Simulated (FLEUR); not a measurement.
# Magnetic state of Fe3Ge from several starts

Aim: find out whether Fe3Ge carries moments, and which collinear order costs least.

Method: LDA (VWN); all-electron FLAPW, Dirac cores, scalar-relativistic bands, in FLEUR MaX-R8.1.

### Step 1. The starting structure

Symmetry: Pm-3m, No. 221, cubic system. The conventional cell has a = 3.661 Å, b = 3.661 Å, c = 3.661 Å, α = 90.00°, β = 90.00°, γ = 90.00°. Nearest to Fe lie 4 Ge at 2.59 Å and 8 Fe at 2.59 Å. Ge has 12 Fe at 2.59 Å nearest. Farther neighbours are not listed.

The cell comes from a database of computed structures and need not be the stable phase.

### Step 2. Run 1 (ferro +++)

The parallel start comes first: it shows whether parallel moments hold.

inpgen writes inp.xml from crystal.txt; cutoffs, mixing, functional, smearing and local orbitals are then set in the file. The k list default-1 (kpts.xml, not shown) is a Γ-centred 8×8×8 mesh; where the ranks do not divide the number of points, some are split in two of half the weight.

inp.xml

```
<?xml version="1.0" encoding="UTF-8" standalone="no"?>
<fleurInput fleurInputVersion="0.39">
   <comment>
      Fe3Ge
   </comment>
   <calculationSetup>
      <cutoffs Kmax="3.6" Gmax="10.8" GmaxXC="10.8" numbands="0"/>
      <scfLoop itmax="90" minDistance="0.00002" maxIterBroyd="15" imix="Anderson" alpha="0.05" precondParam="0.0" spinf="2.0" sdNocoIR="T"/>
      <coreElectrons ctail="T" frcor="F" kcrel="0" coretail_lmax="0"/>
      <xcFunctional name="vwn" relativisticCorrections="F"/>
      <magnetism jspins="2"/>
      <soc l_soc="F" theta="0.0" phi="0.0" spav="F"/>
      <expertModes spex="0" secvar="F"/>
      <geometryOptimization l_f="F" forcealpha="1.0" forcemix="BFGS" epsdisp="0.00001" epsforce="0.00001"/>
      <ldaU l_linMix="F" mixParam="0.05" spinf="1.0"/>
   </calculationSetup>
   <cell>
      <bzIntegration valenceElectrons="62.0" mode="hist" fermiSmearingEnergy="0.00183747">
         <kPointListSelection listName="default-1"/>
         <xi:include xmlns:xi="http://www.w3.org/2001/XInclude" href="kpts.xml"> </xi:include>
      </bzIntegration>
      <xi:include xmlns:xi="http://www.w3.org/2001/XInclude" href="sym.xml"> </xi:include>
      <bulkLattice scale="1.0">
         <bravaisMatrix>
            <row-1>    6.9173434617558840     0.0000000000000000     0.0000000000000000</row-1>
            <row-2>    0.0000000000000000     6.9173434617558840     0.0000000000000000</row-2>
            <row-3>    0.0000000000000000     0.0000000000000000     6.9173434617558840</row-3>
         </bravaisMatrix>
      </bulkLattice>
   </cell>
   <atomSpecies>
      <species name="Iron (Fe) 2.800" element="Fe" atomicNumber="26">
         <mtSphere radius="2.38" gridPoints="787" logIncrement="0.016"/>
         <atomicCutoffs lmax="8" lnonsphr="6"/>
         <electronConfig flipSpins="F">
            <coreConfig>(1s1/2) (2s1/2) (2p1/2) (2p3/2)</coreConfig>
            <valenceConfig>(3s1/2) (3p1/2) (3p3/2) (4s1/2) (3d3/2) (3d5/2)</valenceConfig>
            <stateOccupation state="(3d3/2)" spinUp="1.4" spinDown="1.0"/>
            <stateOccupation state="(3d5/2)" spinUp="3.0" spinDown="0.6"/>
         </electronConfig>
         <energyParameters s="4" p="4" d="3" f="4"/>
         <lo type="SCLO" l="0" n="3" eDeriv="0"/>
         <lo type="SCLO" l="1" n="3" eDeriv="0"/>
      </species>
      <species name="Germanium (Ge)" element="Ge" atomicNumber="32">
         <mtSphere radius="2.38" gridPoints="787" logIncrement="0.016"/>
         <atomicCutoffs lmax="8" lnonsphr="6"/>
         <electronConfig flipSpins="F">
            <coreConfig>(1s1/2) (2s1/2) (2p1/2) (2p3/2) (3s1/2) (3p1/2) (3p3/2)</coreConfig>
            <valenceConfig>(4s1/2) (3d3/2) (3d5/2) (4p1/2) (4p3/2)</valenceConfig>
            <stateOccupation state="(4p1/2)" spinUp="0.333333" spinDown="0.333333"/>
            <stateOccupation state="(4p3/2)" spinUp="0.666667" spinDown="0.666667"/>
         </electronConfig>
         <energyParameters s="4" p="4" d="3" f="4"/>
      </species>
   </atomSpecies>
   <atomGroups>
      <atomGroup species="Iron (Fe) 2.800">
         <relPos label="                   1">.0000000000 1.000/2.000 1.000/2.000</relPos>
         <relPos label="                   2">1.000/2.000 1.000/2.000 .0000000000</relPos>
         <relPos label="                   3">1.000/2.000 .0000000000 1.000/2.000</relPos>
         <force calculate="T" relaxXYZ="TTT"/>
      </atomGroup>
      <atomGroup species="Germanium (Ge)">
         <relPos label="                   4">.0000000000 .0000000000 .0000000000</relPos>
         <force calculate="T" relaxXYZ="TTT"/>
      </atomGroup>
   </atomGroups>
   <output dos="F" band="F" slice="F">
      <bandDOS minEnergy="-.5*Htr" maxEnergy="0.5*Htr" sigma="0.015" storeEVData="T"/>
      <plotting iplot="0" polar="F">
         <plot TwoD="T" vec1="  1.0  0.0  0.0" vec2="  0.0  1.0  0.0" vec3="  0.0  0.0  1.0" zero="  0.0  0.0  0.0" file="plot"/>
      </plotting>
      <moessbauerParams electricFieldGradient="F" isomerShift="F" coreHyperfine="F" valenceHyperfine="F"/>
   </output>
</fleurInput>
```

crystal.txt

```
Fe3Ge
&input film=F cartesian=F /
3.66050052000  0.00000000000  0.00000000000
0.00000000000  3.66050052000  0.00000000000
0.00000000000  0.00000000000  3.66050052000
1.8897261246
1.0 1.0 1.0

4
26 0.00000000000  0.50000000000  0.50000000000 : 2.800
26 0.50000000000  0.50000000000  0.00000000000 : 2.800
26 0.50000000000  0.00000000000  0.50000000000 : 2.800
32 0.00000000000  0.00000000000  0.00000000000

&kpt div1=8 div2=8 div3=8 gamma=T /
```

Launch:

```bash
OMP_NUM_THREADS=1 inpgen -f crystal.txt > inpgen.log  # inp.xml is then edited as shown
OMP_NUM_THREADS=1 mpirun -n 4 fleur_MPI > fleur.log
```

The log of the run:

```text
Welcome to FLEUR        (www.flapw.de)
      MaX-Release 8.1          (www.max-centre.eu)

 ========== k-point set info ==========
 Selected k-point list: default-1
 k-point list type: mesh
 0 x 0 x 0
 Number of k points: 36

 ------------Calculation Setup---------------------------
 Number of MPI-tasks      :            4
 Number of PE/node        :            4
 Number of OMP-threads    :            1
 k-points in parallel     :            4
 pe's per k-point         :            1
 No of k-point loops      :            9
 Eigenvalue solver        :       lapack
 Number of basis functions:          304
 Approximate size of matrices (H+S) per k-point:         0.001 GB
 --------------------------------------------------------
 Iteration:     1   Distance:      13.69028116 me/bohr^3
 Iteration:     2   Distance:      13.09282453 me/bohr^3
 Iteration:     3   Distance:       8.07352231 me/bohr^3
 Iteration:     4   Distance:       4.28993253 me/bohr^3
 Iteration:     5   Distance:       3.42161395 me/bohr^3
 Iteration:     6   Distance:       1.21269079 me/bohr^3
 Iteration:     7   Distance:       1.21347982 me/bohr^3
 Iteration:     8   Distance:       0.87411749 me/bohr^3
 Iteration:     9   Distance:       0.36239107 me/bohr^3
 Iteration:    10   Distance:       0.21437794 me/bohr^3
 Iteration:    11   Distance:       0.07578095 me/bohr^3
 Iteration:    12   Distance:       0.05909040 me/bohr^3
 Iteration:    13   Distance:       0.00588969 me/bohr^3
 Iteration:    14   Distance:       0.00554377 me/bohr^3
 Iteration:    15   Distance:       0.00121386 me/bohr^3
 Iteration:    16   Distance:       0.00116590 me/bohr^3
 Iteration:    17   Distance:       0.00037304 me/bohr^3
 Iteration:    18   Distance:       0.00014962 me/bohr^3
 Iteration:    19   Distance:       0.00004172 me/bohr^3
 Iteration:    20   Distance:       0.00002959 me/bohr^3
 Iteration:    21   Distance:       0.00002092 me/bohr^3
 Iteration:    22   Distance:       0.00001799 me/bohr^3

 ********************************************************************
 Run finished successfully
 Stop message:
   all done
 ********************************************************************

--- out.xml (last complete iteration) ---
<iteration numberForCurrentRun="   22" overallNumber="   22">
         <energyParameters units="Htr">
            <atomicEP atomType="1" spin="1" branch="4s" branchLowest="-2.84" branchHighest="1.67" value="0.2081601327"/>
            <atomicEP atomType="1" spin="1" branch="4p" branchLowest="-1.60" branchHighest="2.22" value="0.3425268023"/>
            <atomicEP atomType="1" spin="1" branch="3d" branchLowest="-9.99" branchHighest="0.39" value="0.2779012350"/>
            <atomicEP atomType="1" spin="1" branch="4f" branchLowest="-9.99" branchHighest="3.32" value="0.6568634818"/>
            <loAtomicEP atomType="1" spin="1" branch="3s" branchLowest="-29.44" branchHighest="-2.84" value="-2.8466914754"/>
            <loAtomicEP atomType="1" spin="1" branch="3p" branchLowest="-25.03" branchHighest="-1.60" value="-1.6142070756"/>
            <atomicEP atomType="2" spin="1" branch="4s" branchLowest="-5.63" branchHighest="0.75" value="0.0042928247"/>
            <atomicEP atomType="2" spin="1" branch="4p" branchLowest="-3.71" branchHighest="1.37" value="0.2361570213"/>
            <atomicEP atomType="2" spin="1" branch="3d" branchLowest="-9.99" branchHighest="-0.54" value="-0.5500711110"/>
            <atomicEP atomType="2" spin="1" branch="4f" branchLowest="-9.99" branchHighest="3.21" value="0.6081577235"/>
            <atomicEP atomType="1" spin="2" branch="4s" branchLowest="-2.75" branchHighest="1.72" value="0.2176083897"/>
            <atomicEP atomType="1" spin="2" branch="4p" branchLowest="-1.51" branchHighest="2.27" value="0.3486138614"/>
            <atomicEP atomType="1" spin="2" branch="3d" branchLowest="-9.99" branchHighest="0.48" value="0.3398463564"/>
            <atomicEP atomType="1" spin="2" branch="4f" branchLowest="-9.99" branchHighest="3.37" value="0.6602285735"/>
            <loAtomicEP atomType="1" spin="2" branch="3s" branchLowest="-29.40" branchHighest="-2.75" value="-2.7587716288"/>
            <loAtomicEP atomType="1" spin="2" branch="3p" branchLowest="-24.99" branchHighest="-1.51" value="-1.5290944087"/>
            <atomicEP atomType="2" spin="2" branch="4s" branchLowest="-5.63" branchHighest="0.75" value="-0.0008740663"/>
            <atomicEP atomType="2" spin="2" branch="4p" branchLowest="-3.71" branchHighest="1.37" value="0.2312945640"/>
            <atomicEP atomType="2" spin="2" branch="3d" branchLowest="-9.99" branchHighest="-0.54" value="-0.5509065401"/>
            <atomicEP atomType="2" spin="2" branch="4f" branchLowest="-9.99" branchHighest="3.21" value="0.6037305917"/>
         </energyParameters>
         <bandgap value="0.0038776675" units="eV"/>
         <sumValenceSingleParticleEnergies value="-43.6552649589" units="Htr"/>
         <FermiEnergy value="0.3690206770" units="Htr"/>
         <valenceDensity>
            <mtCharges spin="1">
               <mtCharge atomType="1" total="8.6692704" s="1.2018074" p="3.2157118" d="4.2316611" f="0.0156394"/>
               <mtCharge atomType="2" total="6.2773069" s="0.5806690" p="0.6436115" d="5.0266148" f="0.0202849"/>
            </mtCharges>
            <mtCharges spin="2">
               <mtCharge atomType="1" total="6.4877896" s="1.1982315" p="3.2168407" d="2.0558019" f="0.0140426"/>
               <mtCharge atomType="2" total="6.3926472" s="0.5755337" p="0.7806504" d="5.0175753" f="0.0150580"/>
            </mtCharges>
            <spinDependentCharge spin="1" total="34.1931231" interstitial="1.9080050" mtSpheres="32.2851181"/>
            <spinDependentCharge spin="2" total="27.8068769" interstitial="1.9508609" mtSpheres="25.8560159"/>
            <totalCharge value="62.0000000000"/>
         </valenceDensity>
         <coreStates atomType="     1" atomicNumber=" 26" spin="1" kinEnergy="    572.9383633900" eigValSum="   -360.4792733213" lostElectrons=" 0.000000">
            <state n="1" l="0" j="0.5" energy="-255.9489255012" weight="1.0000000000"/>
            <state n="2" l="0" j="0.5" energy="-29.4394593307" weight="1.0000000000"/>
            <state n="2" l="1" j="0.5" energy="-25.3350641656" weight="1.0000000000"/>
            <state n="2" l="1" j="1.5" energy="-24.8779121619" weight="2.0000000000"/>
         </coreStates>
         <coreStates atomType="     1" atomicNumber=" 26" spin="2" kinEnergy="    573.3333622965" eigValSum="   -360.3359617814" lostElectrons=" 0.000000">
            <state n="1" l="0" j="0.5" energy="-255.9485858481" weight="1.0000000000"/>
            <state n="2" l="0" j="0.5" energy="-29.3963641054" weight="1.0000000000"/>
            <state n="2" l="1" j="0.5" energy="-25.3023466917" weight="1.0000000000"/>
            <state n="2" l="1" j="1.5" energy="-24.8443325681" weight="2.0000000000"/>
         </coreStates>
         <coreStates atomType="     2" atomicNumber=" 32" spin="1" kinEnergy="    991.0508446774" eigValSum="   -598.4532937907" lostElectrons=" 0.000196">
            <state n="1" l="0" j="0.5" energy="-401.4320512361" weight="1.0000000000"/>
            <state n="2" l="0" j="0.5" energy="-49.7801311960" weight="1.0000000000"/>
            <state n="2" l="1" j="0.5" energy="-44.2695974680" weight="1.0000000000"/>
            <state n="2" l="1" j="1.5" energy="-43.1007801121" weight="2.0000000000"/>
            <state n="3" l="0" j="0.5" energy="-5.6341244065" weight="1.0000000000"/>
            <state n="3" l="1" j="0.5" energy="-3.8170839872" weight="1.0000000000"/>
            <state n="3" l="1" j="1.5" energy="-3.6593726364" weight="2.0000000000"/>
         </coreStates>
         <coreStates atomType="     2" atomicNumber=" 32" spin="2" kinEnergy="    991.0450533962" eigValSum="   -598.4559722587" lostElectrons=" 0.000197">
            <state n="1" l="0" j="0.5" energy="-401.4324049777" weight="1.0000000000"/>
            <state n="2" l="0" j="0.5" energy="-49.7802227157" weight="1.0000000000"/>
            <state n="2" l="1" j="0.5" energy="-44.2698375320" weight="1.0000000000"/>
            <state n="2" l="1" j="1.5" energy="-43.1010103953" weight="2.0000000000"/>
            <state n="3" l="0" j="0.5" energy="-5.6344415811" weight="1.0000000000"/>
            <state n="3" l="1" j="0.5" energy="-3.8174790865" weight="1.0000000000"/>
            <state n="3" l="1" j="1.5" energy="-3.6597827875" weight="2.0000000000"/>
         </coreStates>
         <allElectronCharges>
            <spinDependentCharge spin="1" total="58.1931231" interstitial="1.9081847" mtSpheres="56.2849384"/>
            <spinDependentCharge spin="2" total="51.8068769" interstitial="1.9510416" mtSpheres="49.8558353"/>
            <totalCharge value="109.9999999879"/>
         </allElectronCharges>
         <magneticMomentsInMTSpheres units="muBohr">
            <globalMagMoment atomType="1" vec="0.00000   0.00000   2.18148"/>
            <localMagMoment atomType="1" vec="0.00000   0.00000   2.18148"/>
            <globalMagMoment atomType="2" vec="0.00000   0.00000  -0.11534"/>
            <localMagMoment atomType="2" vec="0.00000   0.00000  -0.11534"/>
         </magneticMomentsInMTSpheres>
         <moessbauerParams unitsHFF="kG" unitsIS="e/bohr^3" unitsEFG="Htr/bohr^2">
         </moessbauerParams>
         <totalEnergy value="    -5907.9661354749" units="Htr">
            <sumOfEigenvalues value="    -3403.0102363164">
               <coreElectrons value="-3359.3549713575"/>
               <valenceElectrons value="-43.6552649589"/>
            </sumOfEigenvalues>
            <densityCoulombPotentialIntegral value="-9089.3697947673"/>
            <densityEffectivePotentialIntegral value="-9404.3812183980"/>
            <chargeDenXCDenIntegral value="-237.9416643675"/>
            <FockExchangeEnergyValence value="0.0000000000"/>
            <FockExchangeEnergyCore value="0.0000000000"/>
            <atomTypeDependentContributions atomType="1">
               <electronNucleiInteractionDifferentMTs value="4560.2574428970"/>
               <MadelungTerm value="-27.3688769429"/>
            </atomTypeDependentContributions>
            <atomTypeDependentContributions atomType="2">
               <electronNucleiInteractionDifferentMTs value="2525.3260920347"/>
               <MadelungTerm value="-13.7581439309"/>
            </atomTypeDependentContributions>
            <tkbTimesEntropy value="0.0010193500"/>
            <freeEnergy value="-5907.9671548249"/>
            <extrapolationTo0K value="-5907.9666451499"/>
         </totalEnergy>
         <densityConvergence units="me/bohr^3">
            <chargeDensity spin="1" distance="0.0000101881"/>
            <chargeDensity spin="2" distance="0.0000125528"/>
            <overallChargeDensity distance="0.0000141087"/>
            <spinDensity distance="0.0000179911"/>
         </densityConvergence>
      </iteration>
```

The job ended after 16 s (4 MPI ranks of Intel Xeon 6975P-C (Granite Rapids), shared host; peak memory 0.23 GiB; 62 s of CPU time).

Spin moment in the muffin-tin sphere by atom:

```tsv
atom	spin moment in the muffin-tin sphere (μB)
Fe1	2.18
Fe2	2.18
Fe3	2.18
Ge4	-0.12
```

This step gave:

| Item | Value |
| --- | --- |
| free energy | -160763.9762 eV |
| program's band gap on this mesh (in a metal only a level spacing) | 0.003878 eV |
| magnetization | 6.386 μB |
| final state | ferromagnetic, with opposed induced moments |

After 22 cycles the largest moment stands at 2.18 μB.

(Part 1 of 3 ends here.)

[Logs and program files are shortened in this print: banners, set-up blocks, solver, clock and traceback lines can be left out without a mark of their own.]

[Logs are printed without paths, hosts, clocks, repeated set-up lines and the standing remarks that a program may print on its own settings, such as how far it seeks lower states.]

[Hosts, paths, dates, database ids (printed as entryN), source tags and the programs' standing remarks are cut or masked in the printed files.]

[Where a cell is said to come from a database of computed structures, the database is the Materials Project.]
